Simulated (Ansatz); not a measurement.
# LiBe (Pm-3m): Grüneisen parameters, part 2 of 2

Wanted: mode Grüneisen parameters of LiBe (Pm-3m).

Ansatz 0.2.0; DFT PBEsol, scalar-relativistic, plane waves, PAW; PAW set soft_1.

So far, highest frequency on the path or at a solved wavevector (cm⁻¹): step 2 (the dispersion) 560; step 4 (phonons at the other volume, volume ratio 0.97) 578.

### 5. Relaxing at another volume, volume ratio 1.03

The volume is scaled by 1.03 and held; symmetry leaves nothing to relax, so this is a single point. The modes can then be followed against volume.

input.yaml

```yaml
crystal:
  lattice:
    - [2.8297366627, 0.0, 0.0]
    - [0.0, 2.8297366627, 0.0]
    - [0.0, 0.0, 2.8297366627]
  atoms:
    - { symbol: Li, position: [0.0, 0.0, 0.0] }
    - { symbol: Be, position: [0.5, 0.5, 0.5] }
kpoints:
  mp_grid: { grid: [16, 16, 16] }
hamiltonian:
  xc: pbesol
  pseudopotentials: { kind: paw, azcp: { folder: soft_1 }, xc_functional: pbe }
scf:
  occupations: { method: methfessel_paxton, width: 0.2 }
output:
  forces: true
  stress: true
  eigenvalues: true
```

Started as:

```sh
$ ansatz run input.yaml --threads 4 --pin off --max-ram 10240MiB --backend cpu --events-out ev --progress --plain --runs-dir out
```

Numbers of over 12 decimals in the logs are rounded to 6 here.

Log:

```text
[...]
Crystal: 2 atoms, lattice volume = 22.659 Å³
Basis set: ecut = 420 eV, 461 PW (Γ), exchange–correlation on 40×40×40 points (8 copies of the dense FFT grid, shifted against one another)
Bands: 7, of which v1, the nominal top of the filled ones, is band 3 counted from 1 (2 counted from 0)
Symmetry: 48 space group operations
[...]
k-points: 165 of 4096
[...]
Internal energy: -292.609907 eV  (E = F + TS)
E sigma→0 (E₀):  -292.608101 eV
Entropy (-TS):   0.002408 eV (1.204 meV/atom)
Fermi energy:    3.518373 eV
[...]
--- Stress (GPa, compression-positive) ---
       -1.399769       0.000000       0.000000
        0.000000      -1.399769      -0.000000
       -0.000000      -0.000000      -1.399769
  P = ⅓ Tr σ = -1.3998 GPa (-13.998 kbar)
--- Band table (eV; the first three rows and the last of 165) ---
[...]
[key lines of the parts left out:]
SCF converged after 5 iterations
Free energy (F): -292.607498 eV
```

Elapsed: 0.66 s, on 4 threads of Arm Neoverse V1, shared host; peak memory 0.3 GiB; 2.1 s of CPU time.

Numbers from this step:

```yaml
pressure: -1.400 GPa
volume_per_atom: 11.33 Å³
```

The run ends at a pressure of -1.40 GPa.

### 6. Phonons at the other volume, volume ratio 1.03

The phonons are repeated at this volume on the same k and q meshes.

Changes to input.yaml since step 5:

```diff
@@ -16,4 +16,11 @@
 output:
-  forces: true
-  stress: true
   eigenvalues: true
+phonons:
+  method: dfpt
+  qmesh: [4, 4, 4]
+  temperatures: { t_max: 1000, t_step: 50 }
+  qpath:
+    path:
+      - [[0.0, 0.0, 0.0], [0.0, 0.5, 0.0], [0.5, 0.5, 0.0], [0.0, 0.0, 0.0], [0.5, 0.5, 0.5], [0.0, 0.5, 0.0]]
+      - [[0.5, 0.5, 0.5], [0.5, 0.5, 0.0]]
+    npoints: 10
```

Log:

```text
[...]
Crystal: 2 atoms, lattice volume = 22.659 Å³
Basis set: ecut = 420 eV, 461 PW (Γ), exchange–correlation on 40×40×40 points (8 copies of the dense FFT grid, shifted against one another)
Bands: 7, of which v1, the nominal top of the filled ones, is band 3 counted from 1 (2 counted from 0)
Symmetry: 48 space group operations
k-points: 165 of 4096
[...]
Entropy (-TS):   0.002408 eV (1.204 meV/atom)
Fermi energy:    3.518383 eV
[...]
--- Band table (eV; the first three rows and the last of 165) ---
[...]
ASR residual: 1.906e-5 → 0.000e0 eV/Å²; symmetrization residual: 2.141e-7 eV/Å²
  ASR residual per site (eV/Å²): 1.91e-5 3.33e-6
  Γ frequencies (cm⁻¹): 0.00 0.00 0.00 543.25 543.25 543.25
--- Phonons (arbitrary-q DFPT): 10 irreducible q on the 4×4×4 mesh ---
[...]
interpolated dispersion: 62 rows × 6 modes
[...]
[key lines of the parts left out:]
SCF converged after 6 iterations
Free energy (F): -292.607498 eV
```

Run time: 78 s. Hardware: 4 threads; peak memory 1 GiB; 5 min of CPU time.

This step gave:

| Quantity | Value |
| --- | --- |
| sum-rule residual before enforcement | 1.91e-5 eV/Å² |
| lowest frequency on the path | -103.5 cm⁻¹ |
| highest frequency on the path or at a solved wavevector | 543.3 cm⁻¹ |
| highest optical mode at the zone centre (no LO-TO term) | 543.2 cm⁻¹ |
| lowest optical zone-centre mode | 543.2 cm⁻¹ |
| lowest mode on the q mesh (acoustic modes at Γ apart) | -103.5 cm⁻¹ |

The highest optical mode at the zone centre (no LO-TO term) is 543.2 cm⁻¹, -17.1 cm⁻¹ against the base run.

### 7. Grüneisen parameters

The Grüneisen parameter of a mode is minus the logarithmic change of its frequency with volume, −d ln ω / d ln V; weighted by heat capacity it gives the expansion.

This step gave:

| Property | Result |
| --- | --- |
| bulk modulus | 50.1 GPa |

The phonon branches at the labelled points (cm⁻¹):

| point | branch 1 | branch 2 | branch 3 | branch 4 | branch 5 | branch 6 |
| --- | --- | --- | --- | --- | --- | --- |
| Γ | 0 | 0 | 0 | 560 | 560 | 560 |
| halfway | 174 | 229 | 229 | 489 | 524 | 524 |
| X | 159 | 395 | 395 | 432 | 432 | 447 |
| halfway | -3 | 172 | 407 | 412 | 494 | 519 |
| M | -92 | -92 | 409 | 433 | 544 | 544 |
| halfway | -19 | 277 | 300 | 438 | 491 | 530 |
| Γ | 0 | 0 | 0 | 560 | 560 | 560 |
| halfway | 210 | 210 | 257 | 450 | 508 | 508 |
| R | 286 | 286 | 286 | 503 | 503 | 503 |
| halfway | 124 | 227 | 301 | 464 | 479 | 529 |
| X | 159 | 395 | 395 | 432 | 432 | 447 |
| jump to R | 286 | 286 | 286 | 503 | 503 | 503 |
| halfway | 179 | 179 | 321 | 448 | 527 | 527 |
| M | -92 | -92 | 409 | 433 | 544 | 544 |

The same for volume x 0.97:

| point | branch 1 | branch 2 | branch 3 | branch 4 | branch 5 | branch 6 |
| --- | --- | --- | --- | --- | --- | --- |
| Γ | 0 | 0 | 0 | 578 | 578 | 578 |
| X | 181 | 405 | 405 | 444 | 444 | 462 |
| M | -77 | -77 | 419 | 442 | 564 | 564 |
| Γ | 0 | 0 | 0 | 578 | 578 | 578 |
| R | 305 | 305 | 305 | 520 | 520 | 520 |
| X | 181 | 405 | 405 | 444 | 444 | 462 |
| R | 305 | 305 | 305 | 520 | 520 | 520 |
| M | -77 | -77 | 419 | 442 | 564 | 564 |

The same for volume x 1.03:

| point | branch 1 | branch 2 | branch 3 | branch 4 | branch 5 | branch 6 |
| --- | --- | --- | --- | --- | --- | --- |
| Γ | 0 | 0 | 0 | 543 | 543 | 543 |
| X | 137 | 384 | 384 | 420 | 420 | 433 |
| M | -104 | -104 | 399 | 424 | 525 | 525 |
| Γ | 0 | 0 | 0 | 543 | 543 | 543 |
| R | 267 | 267 | 267 | 488 | 488 | 488 |
| X | 137 | 384 | 384 | 420 | 420 | 433 |
| R | 267 | 267 | 267 | 488 | 488 | 488 |
| M | -104 | -104 | 399 | 424 | 525 | 525 |

The first set of phonon branches as a text plot (rows in cm⁻¹):

```
    564 |**                     ****
    536 | ***       *************  ****            ***       ****
    507 |    *    ***     *   *     *  ************   **  ***
    479 |   ***    *       *** *         ***      ****  *  *
    450 |     *****       *  **      ** *           **** *  **
    422 |       **********             *               ***    ***
    394 |       ****    **                              **    *
    365 |      * *        *                            **
    337 |                  **                        **
    308 |     *              *       ***            *  *    **
    280 |    *    *          **              *******  *   **
    252 |                     **        *  **    *   *     *
    223 |   *      *                *   *****     ***       *
    195 |    **            **  *       *
    166 |   *  ***              *                  *     *   *
    138 |  *              *     *    **             *   *
    110 |         * *              **                  *
     81 | *        *             *                   **       *
     53 |*                    ***  *
     24 |            *           *
     -4 |                *        *
    -32 |                    *                                 *
    -61 |           * *    **
    -89 |            ******                                     *
         Γ      X      M          Γ            R        X|R     M
```

### 8. What came out

```json
{
  "bulk modulus": "50.1 GPa"
}
```

In words: No expansion is given, because modes are imaginary at one volume or more. The highest optical mode at Γ goes from 578 to 543 cm⁻¹ as the cell grows, a Grüneisen parameter of 1.04. Branches are matched by rank, so values near crossings are rough. With no gap, or one that is small against the smearing, the frequencies hang on the k mesh and the smearing, most of all near Kohn anomalies. The phonon runs are without spin polarisation, although the cell has an odd electron count. The PAW files were made for PBE and serve the other functionals too. A phonon run warned that its eigensolver left some bands unconverged in a pass.

[Logs are printed without paths, hosts, clocks, repeated set-up lines and the standing remarks that a program may print on its own settings, such as how far it seeks lower states.]

[Hosts, paths, dates, database ids (printed as entryN), source tags and the programs' standing remarks are cut or masked in the printed files.]
